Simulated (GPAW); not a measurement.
# Optical response of ZnAu, part 2 of 2

Aim: the dielectric function of ZnAu, and the optical constants that follow from it.

GPAW 26.7.0; DFT, PBE, plane-wave PAW (GPAW data sets), scalar-relativistic, RPA, optical limit.

So far. Step 2 (Ground state): There are states at the Fermi level within the smearing, so the occupations stay smeared and the carriers get a Drude term.

### 4. Dielectric function, RPA

Local fields let the induced charge screen the field inside the cell, which as a rule lowers ε, most along directions where the density is uneven.

This step: DFT, PBE, plane-wave PAW (GPAW data sets), scalar-relativistic, RPA, optical limit (GPAW 26.7.0).

df.py

```python
from gpaw.response.df import DielectricFunction

df = DielectricFunction('full.gpw', frequencies={'type': 'nonlinear', 'domega0': 0.03, 'omega2': 8},
                        ecut=50,
                        eta=0.15,
                        nbands=37,
                        rate=0.05,
                        txt='df.txt')
for direction in ['x']:
    df.get_dielectric_function(xc='RPA', direction=direction, filename=f'df_{direction}.csv')
```

The run is started by

```console
> OMP_NUM_THREADS=1 python df.py
```

Numbers of over 12 decimals in the logs are rounded to 6 here.

Output:

```text
Using integrator: PointIntegrator
NonLinearFrequencyDescriptor(from 0.000 to 58.017 eV, 484 points)
Nonperiodic BCs:  [False False False]
Using integrator: PointIntegrator
NonLinearFrequencyDescriptor(from 0.000 to 58.017 eV, 484 points)
Nonperiodic BCs:  [False False False]
Using integrator: PointIntegrator

Calculating chi0 body with:
    Ground state adapter containing:
    Number of spins: 1
    Number of kpoints: 2744
    Number of irreducible kpoints: 120
    Number of completely occupied states: 10
    Number of partially occupied states: 13

    Linear response parametrization:
    q_c: [0.0, 0.0, 0.0]
    Number of frequency points: 484
    Planewave cutoff: 50.0
    Number of bands: 37
    Number of planewaves: 27
    Broadening (eta): 0.15

Integrating chi0 body.

Symmetries of q_c:
    Direct symmetries (Uq -> q): 48
    Indirect symmetries (TUq -> q): 0
In total 48 allowed symmetries.

120 groups of equivalent kpoints. 95.626822% reduction.

Integral kind: spectral function

Calculating chi0 optical extensions with:
    Ground state adapter containing:
    Number of spins: 1
    Number of kpoints: 2744
    Number of irreducible kpoints: 120
    Number of completely occupied states: 10
    Number of partially occupied states: 13

    Linear response parametrization:
    Number of frequency points: 484
    Planewave cutoff: 50.0
    Number of bands: 37
    Number of planewaves: 27
    Broadening (eta): 0.15
Integrating chi0 head and wings.

Symmetries of q_c:
    Direct symmetries (Uq -> q): 48
    Indirect symmetries (TUq -> q): 0
In total 48 allowed symmetries.

120 groups of equivalent kpoints. 95.626822% reduction.

Integral kind: spectral function wings

Calculating drude chi0 with:
    Number of frequency points:484
    Plasma frequency decay rate: 0.05 eV

    Ground state adapter containing:
    Number of spins: 1
    Number of kpoints: 2744
    Number of irreducible kpoints: 120
    Number of completely occupied states: 10
    Number of partially occupied states: 13

Symmetries of q_c:
    Direct symmetries (Uq -> q): 48
    Indirect symmetries (TUq -> q): 0
In total 48 allowed symmetries.

120 groups of equivalent kpoints. 95.626822% reduction.

Integral kind: intraband
Plasma frequency:
[[9.25-0.j 0.  -0.j 0.  +0.j]
 [0.  -0.j 9.25-0.j 0.  +0.j]
 [0.  +0.j 0.  +0.j 9.25-0.j]]
```

Elapsed: 20 s, on 1 thread of Arm Neoverse V1, shared host; peak memory 0.26 GiB.

The Im ε, E ∥ x has structure finer than the step of the table below, so its rows give means over 0.5 eV, whole bins alone (the curve runs from 0.305 to 14.0 eV). Peaks (eV: height): 1.95: 17.4, 2.66: 14.7.

Sum at mesh points, not converged in k. Im ε, E ∥ x against photon energy; means over each step:

photon energy (eV), Im ε, E ∥ x and a bar:
```
      1.0         25 ##############################
      1.5          9 #########
      2.0         16 ##################
      2.5         13 ##############
      3.0         10 ############
      3.5          6 ######
      4.0          3 ##
      4.5          4 ###
      5.0          4 ###
      5.5          3 ##
      6.0          3 ##
      6.5          3 ##
      7.0          3 ###
      7.5          3 ##
      8.0          3 ##
      8.5          3 ##
      9.0          3 ##
      9.5          2 #
     10.0          2 #
     10.5          2 #
     11.0          2 #
     11.5          2 
     12.0          1 
     12.5          1 
     13.0          1 
     13.5          1
```

Values under 1 per cm are given as 1; sum at mesh points, not converged in k. Table of absorption coefficient, E ∥ x by photon energy:

```
photon energy (eV)  absorption coefficient, E ∥ x (1/cm)
             0.492                                 8.8e5
             1.010                                 9.4e5
             1.486                                 8.5e5
             1.985                                 8.6e5
             2.508                                 8.8e5
             3.018                                 1.2e6
             3.510                                 1.2e6
             3.980                                 1.0e6
             4.516                                 9.1e5
             4.981                                 1.0e6
             5.515                                 8.9e5
             6.021                                 9.0e5
             6.494                                 9.3e5
             6.985                                 1.0e6
             7.496                                 1.0e6
             8.026                                 1.2e6
             8.516                                 1.2e6
             9.023                                 1.3e6
             9.483                                 1.3e6
            10.026                                 1.2e6
            10.519                                 1.3e6
            11.029                                 1.2e6
            11.479                                 1.3e6
            12.023                                 1.2e6
            12.504                                 1.1e6
            13.000                                 1.1e6
            13.512                                 1.2e6
```

The Im ε, E ∥ x has structure finer than the step of the table below, so its rows give means over 0.5 eV, whole bins alone (the curve runs from 0.305 to 14.0 eV). Peaks (eV: height): without local fields 1.91: 17.6, 2.66: 14.6; with local fields 1.95: 17.4, 2.66: 14.7.

Sum at mesh points, not converged in k. The Im ε, E ∥ x by photon energy; means over each step:

```
photon energy (eV)  without local fields  with local fields
               1.0                  25.3               25.3
               1.5                  8.75               8.71
               2.0                  15.8               15.7
               2.5                  12.6               12.6
               3.0                  10.1               10.5
               3.5                  5.68               5.99
               4.0                  3.15               3.10
               4.5                  3.67               3.61
               5.0                  3.64               3.63
               5.5                  2.79               2.69
               6.0                  3.10               2.97
               6.5                  3.33               3.20
               7.0                  3.41               3.26
               7.5                  3.30               3.11
               8.0                  3.25               3.11
               8.5                  3.03               2.91
               9.0                  2.81               2.72
               9.5                  2.34               2.30
              10.0                  2.02               1.95
              10.5                  1.89               1.80
              11.0                  1.70               1.63
              11.5                  1.57               1.51
              12.0                  1.36               1.29
              12.5                  1.31               1.23
              13.0                  1.31               1.21
              13.5                  1.33               1.22
```

Sum at mesh points, not converged in k. The loss function −Im 1/ε at q → 0, E ∥ x by energy loss; read off at these points:

```
energy loss (eV)  loss function −Im 1/ε at q → 0, E ∥ x
            0.50                                0.00116
            1.00                                0.00289
            1.50                                0.00760
            2.00                                 0.0341
            2.50                                 0.0526
            3.00                                 0.0362
            3.50                                 0.0377
            4.00                                 0.0714
            4.50                                  0.161
            5.00                                  0.152
            5.50                                  0.248
            6.00                                  0.288
            6.50                                  0.298
            7.00                                  0.295
            7.50                                  0.315
            8.00                                  0.296
            8.50                                  0.323
            9.00                                  0.316
            9.50                                  0.348
           10.00                                  0.435
           10.50                                  0.461
           11.00                                  0.528
           11.50                                  0.547
           12.00                                  0.686
           12.50                                  0.788
           13.00                                  0.802
           13.17                                  0.846
           13.50                                  0.776
```

Sum at mesh points, not converged in k. Table of reflectivity at normal incidence, E ∥ x by photon energy; read off at these points:

photon energy (eV), reflectivity at normal incidence, E ∥ x (%) and a bar from the least value:
```
    0.500       95.9 ##############################
    0.750       95.1 ##############################
    1.000       94.8 ##############################
    1.250       94.2 #############################
    1.500       92.0 ############################
    1.750       75.0 ######################
    2.000       70.8 ####################
    2.250       75.2 ######################
    2.500       64.7 ##################
    2.750       67.3 ###################
    3.000       74.7 ######################
    3.250       68.9 ###################
    3.500       77.7 #######################
    3.636       79.2 #######################
    3.750       77.4 #######################
    4.000       72.2 #####################
    4.250       62.8 #################
    4.500       51.1 ############
    4.750       50.1 ############
    5.000       52.8 #############
    5.250       52.2 #############
    5.500       44.9 ##########
    5.750       36.1 #######
    6.000       35.4 ######
    6.250       31.2 #####
    6.500       30.9 #####
    6.750       31.3 #####
    7.000       31.3 #####
    7.250       32.1 #####
    7.500       29.5 ####
    7.750       30.8 ####
    8.000       31.3 #####
    8.250       31.6 #####
    8.500       31.5 #####
    8.750       31.9 #####
    9.000       34.6 ######
    9.250       34.0 ######
    9.500       35.7 ######
    9.549       35.8 ######
    9.750       34.7 ######
   10.000       32.4 #####
   10.250       30.9 #####
   10.500       32.5 #####
   10.750       30.1 ####
   11.000       30.0 ####
   11.250       28.2 ###
   11.500       30.0 ####
   11.750       28.8 ####
   12.000       27.2 ###
   12.250       25.2 ##
   12.500       21.8 #
   12.750       21.9 #
   13.000       22.0 #
   13.250       19.4 
   13.500       20.5 
   13.750       20.9 #
```

At chosen wavelengths:

```
wavelength (nm)     n      k  R (%)     1/α
           1064  1.02  7.966   94.0   11 nm
            532  1.42  3.874   72.8   11 nm
            450  1.85  3.817   67.4  9.4 nm
            405  1.13  3.652   74.7  8.8 nm
            365  1.09  3.519   74.0  8.3 nm
            308  0.61  2.424   71.3   10 nm
            193  1.12  1.418   31.1   11 nm
```

In reflection the computed colour is light grey: x = 0.319, y = 0.338, luminous reflectivity 72 %.

### 5. What came out

**Reading.** At this level (PBE, RPA) ZnAu is a metal. The mesh is too coarse to trust the carriers' weight, the reflectivity or the colour to better than tens of per cent. In reflection the computed colour is light grey: x = 0.319, y = 0.338, luminous reflectivity 72 %. The carriers' damping of 0.05 eV is typed, not computed; it shapes the response at the lowest energies. Spin-orbit coupling is left out although heavy atoms are present. In this version of GPAW the matrix elements of the optical limit are incomplete, which can lower ε − 1 by up to a tenth where first-row anions or d states rule, and shift it by more in d metals. GPAW's carrier term has the form −ωp²/(ω + i·rate)², which damps like twice the rate and fails at low energy, so the curves leave the lowest energies out. The sum runs over mesh points 0.14 Å⁻¹ apart with no interpolation, so peaks are partly noise of the mesh, and the Drude plasma energy, a sum over the Fermi surface, isn't converged.

[Machine, clock and banner lines and Python warnings are left out of the logs.]

[Logs are printed without paths, hosts, clocks, repeated set-up lines and the standing remarks that a program may print on its own settings, such as how far it seeks lower states.]

[Hosts, paths, dates, database ids (printed as entryN), source tags and the programs' standing remarks are cut or masked in the printed files.]
